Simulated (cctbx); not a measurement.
# Lattice, Laue class and space group of a new crystal

Cell: a = 4.5630 Å, b = 16.8220 Å, c = 7.2640 Å, α = 90.00°, β = 90.00°, γ = 90.00°. Expected content of the cell: Tl16 Ir4 Cd4.

Simulated single-crystal data (cctbx): Mo Kα, λ = 0.71073 Å, to d = 0.77 Å, 70 % of the full sphere, strongest reflection 40000 counts, noise from counting, a 6 % proportional error and a noise floor of 2 counts (s.d.); no absorption.

Tests on the unmerged data give:

```text
3525 reflections to d = 0.771 A
centring   violations  <I/sigma> of those
    A        749 of  1740      5.7
    B        749 of  1746      5.6
    C          0 of  1730     -0.0
    I        797 of  1776      5.9
    R       1064 of  2337      6.0
    F        749 of  2608      3.8
Laue class    unique    Rint  (classes that these axes allow; Friedel mates merged)
C 1 2/m 1         654   0.040
C 2/m 1 1         698   0.040
C m m m           396   0.044
space group    extra absences  I>4sigma  <I/sigma>
C 2 2 21                6          0      -0.2  acentric
C 2 2 2                 0          0         -  acentric
C m m 2                 0          0         -  acentric
C m c 21               27          0      -0.1  acentric
C 2 m m                 0          0         -  acentric
C m 2 m                 0          0         -  acentric
C 2 c m                27          0      -0.1  acentric
C m c m                27          0      -0.1  centric
C m m m                 0          0         -  centric
Wilson B = 0.86 A^2   <|E^2-1|> = 0.882 (0.968 centric, 0.736 acentric)   E^2>4: 2.6 %
shell (A)         n   <I/sigma>
 8.41 - 1.54     60     20.3
 1.54 - 1.22     50     24.6
 1.22 - 1.07     51     21.1
 1.07 - 0.97     48     23.1
 0.97 - 0.90     49     22.7
 0.90 - 0.85     47     23.7
 0.85 - 0.81     47     20.9
 0.81 - 0.77     44     23.6
```

Q: Read the symmetry from these tables.

The reflections that C centring forbids are absent (⟨I/σ⟩ near 0), so the lattice is C.

Rint stays low (0.040 to 0.044) up to C m m m, the highest class in these axes.

9 settings pass the absence test. The most absences obeyed, 27, belong to C m c 21, C 2 c m and C m c m, which absences can't tell apart.

⟨|E²−1|⟩ = 0.882 leans to a centrosymmetric structure. The Wilson B of 0.86 Å² means U ≈ 0.0109 Å².

The true group is Cmcm (no. 63), Laue class mmm, centrosymmetric. The tables only narrow the choice to the tied entries; cell content, site symmetry and trial solutions must settle it.

The model was made for the exercise: a known structure type with other elements put in, its volume estimated, not relaxed; displacement parameters are assumed.

[Logs are printed without paths, hosts, clocks, repeated set-up lines and the standing remarks that a program may print on its own settings, such as how far it seeks lower states.]
